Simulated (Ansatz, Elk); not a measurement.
## Bonding as seen by X-rays: Cu3HgS4

The structure of Cu3HgS4 used here is made up (a known structure type with other elements) and was relaxed beforehand with PBE. The aim is the Fourier transform of its all-electron density, F(hkl), set beside the sum over free spherical atoms that refinements use.

Main program and level: Elk 11.2.3 (patched build); DFT, PBE, all-electron APW+lo, Dirac cores, scalar-relativistic bands, static density, no spin.

The structure was built from a prototype and need not be the compound's stable phase.

### 1. Starting point

It takes space group Amm2 (No. 38, orthorhombic). The conventional cell has a = 3.811 Å, b = 7.691 Å, c = 10.728 Å, α = 90.00°, β = 90.00°, γ = 90.00°. Hg has 4 S at 2.50 to 2.53 Å nearest. Nearest to Cu lie 4 S at 2.26 to 2.29 Å. Nearest to Cu lie 4 S at 2.31 Å. Nearest to S lie 4 Cu at 2.29 to 2.31 Å. S has 3 Cu at 2.28 to 2.31 Å and 1 Hg at 2.50 Å nearest. Nearest to S lie 2 Cu at 2.26 Å and 2 Hg at 2.53 Å. Farther neighbours and most contacts between anions are not listed.

### 2. Ground state and structure factors

An all-electron density is needed, since X-rays see the cores too. Task 0 finds the density and task 195 Fourier-transforms it; tshift is off so that phases refer to the origin typed.

elk.in

```
tasks
  0
  195

xctype
  20

spinpol
  .false.

rgkmax
  7.0

gmaxvr
  14.0

lmaxo
  7

lmaxapw
  8

swidth
  0.002

tshift
  .false.

ramdisk
  .false.

hmaxvr
  5.5

maxscl
  120

epspot
  1e-06

sppath
  './'

avec
  7.20128615126 0.00000000000 -0.00000000000
  -0.00000000000 7.26723026627 10.13605755182
  -0.00000000000 -7.26723026627 10.13605755182

atoms
  3
  'Hg.in'
  1
  -0.0000000000 0.5093115067 0.5093115067   0.000000 0.000000 0.000000
  'Cu.in'
  3
  0.5000000000 0.5085067776 -0.0052145831   0.000000 0.000000 0.000000
  0.5000000000 -0.0052145831 0.5085067776   0.000000 0.000000 0.000000
  -0.0000000000 -0.0031810969 -0.0031810969   0.000000 0.000000 0.000000
  'S.in'
  4
  0.5000000000 0.8748396823 0.8748396823   0.000000 0.000000 0.000000
  -0.0000000000 0.9094610194 0.3650683778   0.000000 0.000000 0.000000
  -0.0000000000 0.3650683778 0.9094610194   0.000000 0.000000 0.000000
  0.5000000000 0.3541083161 0.3541083161   0.000000 0.000000 0.000000

ngridk
  6 4 4
```

Started as:

```bash
OMP_NUM_THREADS=4 elk
```

Numbers of over 12 decimals in the logs are rounded to 6 here.

What it wrote:

```text
┌─────────────────────────┐
│ Elk code version 11.2.3 │
└─────────────────────────┘

All units are atomic (Hartree, Bohr, etc.)

┌─────────────────────────────────────────────────┐
│ Ground-state run starting from atomic densities │
└─────────────────────────────────────────────────┘

Lattice vectors :
   7.201286151       0.000000000      -0.000000000
  -0.000000000       7.267230266       10.13605755
  -0.000000000      -7.267230266       10.13605755

Reciprocal lattice vectors :
  0.8725087679       0.000000000       0.000000000
   0.000000000      0.4322957356      0.3099422668
   0.000000000     -0.4322957356      0.3099422668

Unit cell volume      :    1060.908803
Brillouin zone volume :   0.2338091763

Muffin-tin inner radius fraction :   0.1000000000E-01

Nuclei treated as point charges

Species : 1 (Hg)
 parameters loaded from : Hg.in
 name : mercury
 nuclear charge    :   -80.00000000
 electronic charge :    80.00000000
 atomic mass :    365653.2015
 muffin-tin radius :    2.719476322
 number of radial points in muffin-tin :   1393
 inner part over the whole radius :   0.9993303647E-02
 number on inner part of muffin-tin    :   1000
 approximate nuclear radius :   0.1038385165E-03
 number of mesh points to nuclear radius :    525
 atomic positions (lattice), magnetic fields (Cartesian) :
  1 :   0.00000000  0.50931151  0.50931151    0.00000000  0.00000000  0.00000000

Species : 2 (Cu)
 parameters loaded from : Cu.in
 name : copper
 nuclear charge    :   -29.00000000
 electronic charge :    29.00000000
 atomic mass :    115837.2717
 muffin-tin radius :    2.202918870
 number of radial points in muffin-tin :    993
 inner part over the whole radius :   0.9987520715E-02
 number on inner part of muffin-tin    :    700
 approximate nuclear radius :   0.7406004541E-04
 number of mesh points to nuclear radius :    338
 atomic positions (lattice), magnetic fields (Cartesian) :
  1 :   0.50000000  0.50850678  0.99478542    0.00000000  0.00000000  0.00000000
  2 :   0.50000000  0.99478542  0.50850678    0.00000000  0.00000000  0.00000000
  3 :   0.00000000  0.99681890  0.99681890    0.00000000  0.00000000  0.00000000

Species : 3 (S)
 parameters loaded from : S.in
 name : sulphur
 nuclear charge    :   -16.00000000
 electronic charge :    16.00000000
 atomic mass :    58450.91931
 muffin-tin radius :    1.961269130
 number of radial points in muffin-tin :    793
 inner part over the whole radius :   0.9854262474E-02
 number on inner part of muffin-tin    :    552
 approximate nuclear radius :   0.6195814986E-04
 number of mesh points to nuclear radius :    252
 atomic positions (lattice), magnetic fields (Cartesian) :
  1 :   0.50000000  0.87483968  0.87483968    0.00000000  0.00000000  0.00000000
  2 :   0.00000000  0.90946102  0.36506838    0.00000000  0.00000000  0.00000000
  3 :   0.00000000  0.36506838  0.90946102    0.00000000  0.00000000  0.00000000
  4 :   0.50000000  0.35410832  0.35410832    0.00000000  0.00000000  0.00000000

Total number of atoms per unit cell :    8
Total muffin-tin volume :    344.9888852
 ratio of muffin-tin to unit cell volume :   0.3251824135

Spin treatment :
 spin-unpolarised

Number of Bravais lattice symmetries :    8
Number of crystal symmetries         :    4
Crystal has no inversion symmetry
Complex Hermitian eigensolver will be used

k-point grid :      6     4     4
k-point offset :    0.000000000       0.000000000       0.000000000
k-point set is reduced with full crystal symmetry group
Total number of k-points :       40

Muffin-tin radius times maximum |G+k| :    7.000000000
 using average radius
Maximum |G+k| for APW functions       :    3.260874100
Maximum (1/2)|G+k|²                   :    5.316649949
Maximum |G| for potential and density :    14.00000000
Constant for pseudocharge density :   10
 order of it for each species :   17  17  17
 order of it for pair densities of each species (exact exchange by exxq0 0: 18) :   15  10   7
Radial integration step length :    1

[...]
Density of states at Fermi energy :    246.4889428
 (states/Hartree/unit cell)

Estimated indirect band gap :   0.3307836722E-03
 from k-point 31 to k-point 29
Estimated direct band gap   :   0.4920013993E-03
 at k-point 31

Charges :
 core                        :    138.0000000
 valence                     :    93.00000000
 interstitial                :    14.93178231
 muffin-tins (core leakage)
  species : 1 (Hg)
[...]
species : 2 (Cu)
[...]
species : 3 (S)
[...]
total in muffin-tins        :    216.0682177
 total calculated charge     :    230.9966500
 total charge                :    231.0000000
 error                       :   0.3349998923E-02

RMS change in Kohn-Sham potential (target) :   0.4954432832     (  0.1000000000E-05)
Absolute change in total energy (target)   :   0.6389388537     (  0.1000000000E-03)

[... loops 3 to 20 left out ...]

┌──────────────────┐
│ Loop number : 21 │
└──────────────────┘

Energies :
 Fermi                       :     0.149750
 sum of occupied eigenvalues :     -15865.320593888
 electron kinetic            :      29343.435320657
 core electron kinetic       :      28530.359535068
 Coulomb                     :     -54888.047074582
 Coulomb potential           :     -44323.436371172
 nuclear-nuclear             :     -2230.1468888204
 electron-nuclear            :     -61032.918678309
 Hartree                     :      8375.0184925482
 Madelung                    :     -32726.328888996
 xc potential                :     -885.31954337287
 exchange                    :     -667.50121658146
 correlation                 :     -11.616744072075
 electron entropic           :    -0.22408924103041E-02
 total energy                :     -26223.731955471

Density of states at Fermi energy :    175.1739826
 (states/Hartree/unit cell)

Estimated indirect band gap :   0.1823693905E-03
 from k-point 6 to k-point 31
Estimated direct band gap   :   0.1059434240E-02
 at k-point 31

Charges :
 core                        :    138.0000000
 valence                     :    93.00000000
 interstitial                :    13.80105577
 muffin-tins (core leakage)
  species : 1 (Hg)
[...]
species : 2 (Cu)
[...]
species : 3 (S)
[...]
total in muffin-tins        :    217.1989442
 total calculated charge     :    230.9968109
 total charge                :    231.0000000
 error                       :   0.3189127306E-02

RMS change in Kohn-Sham potential (target) :   0.7380832926E-06 (  0.1000000000E-05)
Absolute change in total energy (target)   :   0.2231607141E-04 (  0.1000000000E-03)

Convergence targets achieved

┌──────────────────┐
│ Loop number : 22 │
└──────────────────┘

Energies :
 Fermi                       :     0.149750
 sum of occupied eigenvalues :     -15865.320610843
 electron kinetic            :      29343.435350232
 core electron kinetic       :      28530.359525633
 Coulomb                     :     -54888.047121609
 Coulomb potential           :     -44323.436356243
 nuclear-nuclear             :     -2230.1468888204
 electron-nuclear            :     -61032.918784396
 Hartree                     :      8375.0185516070
 Madelung                    :     -32726.328943488
 xc potential                :     -885.31960483207
 exchange                    :     -667.50121951136
 correlation                 :     -11.616744182481
 electron entropic           :    -0.22408922874471E-02
 total energy                :     -26223.731975964

Density of states at Fermi energy :    175.1739861
 (states/Hartree/unit cell)

Estimated indirect band gap :   0.1823529996E-03
 from k-point 6 to k-point 31
Estimated direct band gap   :   0.1059400253E-02
 at k-point 31

Charges :
 core                        :    138.0000000
 valence                     :    93.00000000
 interstitial                :    13.80105631
 muffin-tins (core leakage)
  species : 1 (Hg)
[...]
species : 2 (Cu)
[...]
species : 3 (S)
[...]
atom 2                    :    13.74332444     (  0.3407334500E-03)
   atom 3                    :    13.74332444     (  0.3407334500E-03)
   atom 4                    :    13.74773649     (  0.3413927465E-03)
 total in muffin-tins        :    217.1989437
 total calculated charge     :    230.9968109
 total charge                :    231.0000000
 error                       :   0.3189126522E-02

┌──────────────────────────────┐
│ Self-consistent loop stopped │
└──────────────────────────────┘

Warning : core states of species 1 leak from the muffin-tin :   0.1134678361E-03

Warning : core states of species 2 leak from the muffin-tin :   0.4693812392E-03

Warning : core states of species 3 leak from the muffin-tin :   0.3413927465E-03

Wrote STATE.OUT
```

Run time: 3.8 min. Hardware: 4 threads of Arm Neoverse V1, shared host; peak memory 0.32 GiB.

SFACRHO.OUT:

```text

h k l indices transformed by vhmat matrix:
   1.000000000       0.000000000       0.000000000    
   0.000000000       1.000000000       0.000000000    
   0.000000000       0.000000000       1.000000000    

      h      k      l  multipl.   |H|            Re(F)            Im(F)           |F|

      0      0      0      1   0.0000000       231.00000     -0.20242268E-16   231.00000    
      0      0      1      2  0.53192463      -45.280060      -3.0411360       45.382071    
      0     -1      0      2  0.53192463      -45.280060       3.0411360       45.382071    
      0     -1     -1      1  0.61988453       40.358000      -6.8407461       40.933653    
      0      1      1      1  0.61988453       40.358000       6.8407461       40.933653    
      0      1     -1      2  0.86459147       48.957496     -0.71110323E-14   48.957496    
     -1      0      0      2  0.87250877       47.673666      0.23256484E-13   47.673666    
     -1      0     -1      4   1.0218686      -45.612821      0.98459338       45.623447    
      1      0      1      4   1.0218686      -45.612821     -0.98459338       45.623447    
      0     -1     -2      2   1.0254060      -45.993754       14.074809       48.099123    
      0      1      2      2   1.0254060      -45.993754      -14.074809       48.099123    
      0      2      0      2   1.0638493       145.32288      -39.598604       150.62134    
      0     -2      0      2   1.0638493       145.32288       39.598604       150.62134    
      1      1      1      2   1.0702936       144.32501       57.100363       155.21005    
     -1     -1     -1      2   1.0702936       144.32501      -57.100363       155.21005    
      1     -1      1      4   1.2283281       94.896664      0.40705848E-14   94.896664    
      0      2      2      1   1.2397691       94.675048       14.930165       95.845055    
      0     -2     -2      1   1.2397691       94.675048      -14.930165       95.845055
```

Elk indexes on the primitive cell of elk.in and gives |H| = 4π sin θ/λ in inverse bohr. Below, one row stands for each form hkl of the conventional cell (m members, Friedel mates merged), F is for one primitive cell and the density is static (no thermal factor). Free-atom factors are Waasmaier and Kirfel's, and R is Σm||F|−|F'||/Σm|F|.

```csv
hkl,m,sin θ/λ (Å⁻¹),"abs F, DFT",neutral atoms,diff.,abs of complex diff.
011,4,0.080,45.382,45.497,-0.115,0.119
002,2,0.093,40.934,41.081,-0.148,0.148
020,2,0.130,48.958,48.952,+0.006,0.006
100,2,0.131,47.674,47.684,-0.010,0.010
111,8,0.154,45.623,45.547,+0.076,0.077
013,4,0.154,48.099,48.030,+0.070,0.079
022,4,0.160,150.621,151.219,-0.598,0.931
102,4,0.161,155.210,155.768,-0.558,0.934
120,4,0.185,94.897,96.203,-1.306,1.306
004,2,0.186,95.845,97.136,-1.291,1.305
031,4,0.201,49.666,49.402,+0.263,0.283
113,8,0.203,49.581,49.362,+0.219,0.263
122,8,0.207,50.718,50.430,+0.289,0.289
024,4,0.227,47.488,47.233,+0.255,0.258
```

### 3. The highest occupied states alone

An energy window below the Fermi level keeps the highest occupied states, to see at which angles they scatter; shallow core shells can lie inside it and anion s states outside. No new self-consistency is needed.

elk.in, as its differences from that of step 2:

```diff
@@ -1,3 +1,2 @@
 tasks
-  0
   195
@@ -40,2 +39,5 @@
 
+wsfac
+  -0.401490 0.449750
+
 sppath
```

Started as:

```bash
OMP_NUM_THREADS=4 elk
```

What it wrote:

```text
┌─────────────────────────────────┐
│ Elk code version 11.2.3 started │
└─────────────────────────────────┘

Info(readinput): the functional depends on the density's gradient
 muffin-tin radial points multiplied by    2.00000
 (not where nrmtscf is given)

┌────────────────────┐
│ Current task : 195 │
└────────────────────┘
Info(checkmt): changed muffin-tin radius of species 1 (Hg) from   2.8000 to   2.7195
Info(checkmt): changed muffin-tin radius of species 2 (Cu) from   2.4000 to   2.2029
Info(checkmt): changed muffin-tin radius of species 3 (S) from   2.2000 to   1.9613

Info(sfacrho): density structure factors written to SFACRHO.OUT

 Energy window :  -0.4014900000      0.4497500000

┌──────────────────┐
│ Elk code stopped │
└──────────────────┘
```

Wall time 28 s (4 threads); peak memory 0.24 GiB; 37 s of CPU time.

States within 15 eV below the Fermi level hold 69.00 electrons; any levels below the window count with the cores. Their amplitudes can exceed the total, where window and core parts have opposite phase:

```csv
hkl,sin θ/λ (Å⁻¹),"abs F, window","abs F, all"
011,0.080,1.280,45.382
002,0.093,2.830,40.934
020,0.130,0.478,48.958
100,0.131,0.854,47.674
111,0.154,1.578,45.623
013,0.154,1.939,48.099
022,0.160,31.343,150.621
102,0.161,31.615,155.210
120,0.185,18.314,94.897
004,0.186,18.482,95.845
```

### 4. Another functional

The difference from free atoms is small, so it is set against the change that LDA (Perdew-Wang) makes.

elk.in, as its differences from that of step 3:

```diff
@@ -1,2 +1,3 @@
 tasks
+  0
   195
@@ -4,3 +5,3 @@
 xctype
-  20
+  3
 
@@ -39,5 +40,2 @@
 
-wsfac
-  -0.401490 0.449750
-
 sppath
```

Started as:

```bash
OMP_NUM_THREADS=4 elk
```

What it wrote:

```text
┌─────────────────────────┐
│ Elk code version 11.2.3 │
└─────────────────────────┘

All units are atomic (Hartree, Bohr, etc.)

┌─────────────────────────────────────────────────┐
│ Ground-state run starting from atomic densities │
└─────────────────────────────────────────────────┘

Lattice vectors :
   7.201286151       0.000000000      -0.000000000
  -0.000000000       7.267230266       10.13605755
  -0.000000000      -7.267230266       10.13605755

Reciprocal lattice vectors :
  0.8725087679       0.000000000       0.000000000
[...]
atom 4                    :    13.72501881     (  0.3392609939E-03)
 total in muffin-tins        :    217.1830504
 total calculated charge     :    230.9967690
 total charge                :    231.0000000
 error                       :   0.3231003181E-02

┌──────────────────────────────┐
│ Self-consistent loop stopped │
└──────────────────────────────┘

Warning : core states of species 1 leak from the muffin-tin :   0.1062357139E-03

Warning : core states of species 2 leak from the muffin-tin :   0.4890948883E-03

Warning : core states of species 3 leak from the muffin-tin :   0.3392609939E-03

Wrote STATE.OUT
[key lines of the parts left out:]
total energy                :     -26200.544936896
```

The job ended after 3.1 min (4 threads; peak memory 0.27 GiB; 11 min of CPU time).

Against the first run R = 0.03 %; the largest change is -0.086 at 204.

### 5. A coarser k-mesh

About half the k-points along each axis test the sampling.

elk.in, as its differences from that of step 4:

```diff
@@ -5,3 +5,3 @@
 xctype
-  3
+  20
 
@@ -66,2 +66,2 @@
 ngridk
-  6 4 4
+  3 2 2
```

Started as:

```bash
OMP_NUM_THREADS=4 elk
```

What it wrote:

```text
┌─────────────────────────┐
│ Elk code version 11.2.3 │
└─────────────────────────┘

All units are atomic (Hartree, Bohr, etc.)

┌─────────────────────────────────────────────────┐
│ Ground-state run starting from atomic densities │
└─────────────────────────────────────────────────┘

Lattice vectors :
   7.201286151       0.000000000      -0.000000000
  -0.000000000       7.267230266       10.13605755
  -0.000000000      -7.267230266       10.13605755

Reciprocal lattice vectors :
  0.8725087679       0.000000000       0.000000000
[...]
atom 4                    :    13.74698747     (  0.3413242455E-03)
 total in muffin-tins        :    217.2026169
 total calculated charge     :    230.9968419
 total charge                :    231.0000000
 error                       :   0.3158125037E-02

┌──────────────────────────────┐
│ Self-consistent loop stopped │
└──────────────────────────────┘

Warning : core states of species 1 leak from the muffin-tin :   0.1134924089E-03

Warning : core states of species 2 leak from the muffin-tin :   0.4692276416E-03

Warning : core states of species 3 leak from the muffin-tin :   0.3413242455E-03

Wrote STATE.OUT
[key lines of the parts left out:]
total energy                :     -26223.733335634
```

Elapsed: 69 s, on 4 threads; peak memory 0.31 GiB; 2.7 min of CPU time.

Against the first run R = 0.01 %; the largest change is +0.039 at 004.

### 6. Settings against the effect

```csv
run,R against the first run (%),"R against neutral atoms, low angle (%)",wall time
"PBE, rgkmax 7",0.00,0.55,3.8 min
LDA (Perdew-Wang),0.03,0.55,3.1 min
k-mesh 3×2×2,0.01,0.55,69 s
```

### 7. Summary of results

```json
{
 "R against neutral atoms, sin θ/λ < 0.3 Å⁻¹": "0.55 %",
 "R against neutral atoms, 0.3 to 0.55 Å⁻¹": "0.15 %"
}
```

In words: Independent neutral atoms miss the calculated amplitudes by R = 0.55 % below 0.3 Å⁻¹ and 0.15 % from there to 0.55 Å⁻¹; by shells, 0.17 % below 0.15 Å⁻¹ (4 forms), 0.57 % 0.15 to 0.3 (25 forms), 0.25 % 0.3 to 0.45 (55 forms), 0.06 % above 0.45 (65 forms). Bonding, aspherical density and the tables' own atoms all enter these figures, and the runs don't part them. The largest change of an amplitude is -1.31 electrons, at 120. R counts amplitudes alone; phases shift too. The window's part falls from 69.0 electrons at the origin to at most 7.03 between 0.45 and 0.55 Å⁻¹, where compact states inside the window still scatter. Below 0.3 Å⁻¹ the changes that finished (LDA (Perdew-Wang) and k-mesh 3×2×2) move F by R = 0.02 % at most, against the 0.55 % that separates it from free atoms. The basis has no finished test. These runs have no spin, though d or f shells may be open. The electron count is odd, so without spin the run is a metal by force. Spin-orbit coupling is left out, which can matter for elements this heavy. Part of the difference isn't bonding: the tables are fits to free atoms and ions calculated by other methods than this functional. Thermal motion, anomalous dispersion and extinction are left out.

[Logs are printed without paths, hosts, clocks, repeated set-up lines and the standing remarks that a program may print on its own settings, such as how far it seeks lower states.]

[Hosts, paths, dates, database ids (printed as entryN), source tags and the programs' standing remarks are cut or masked in the printed files.]
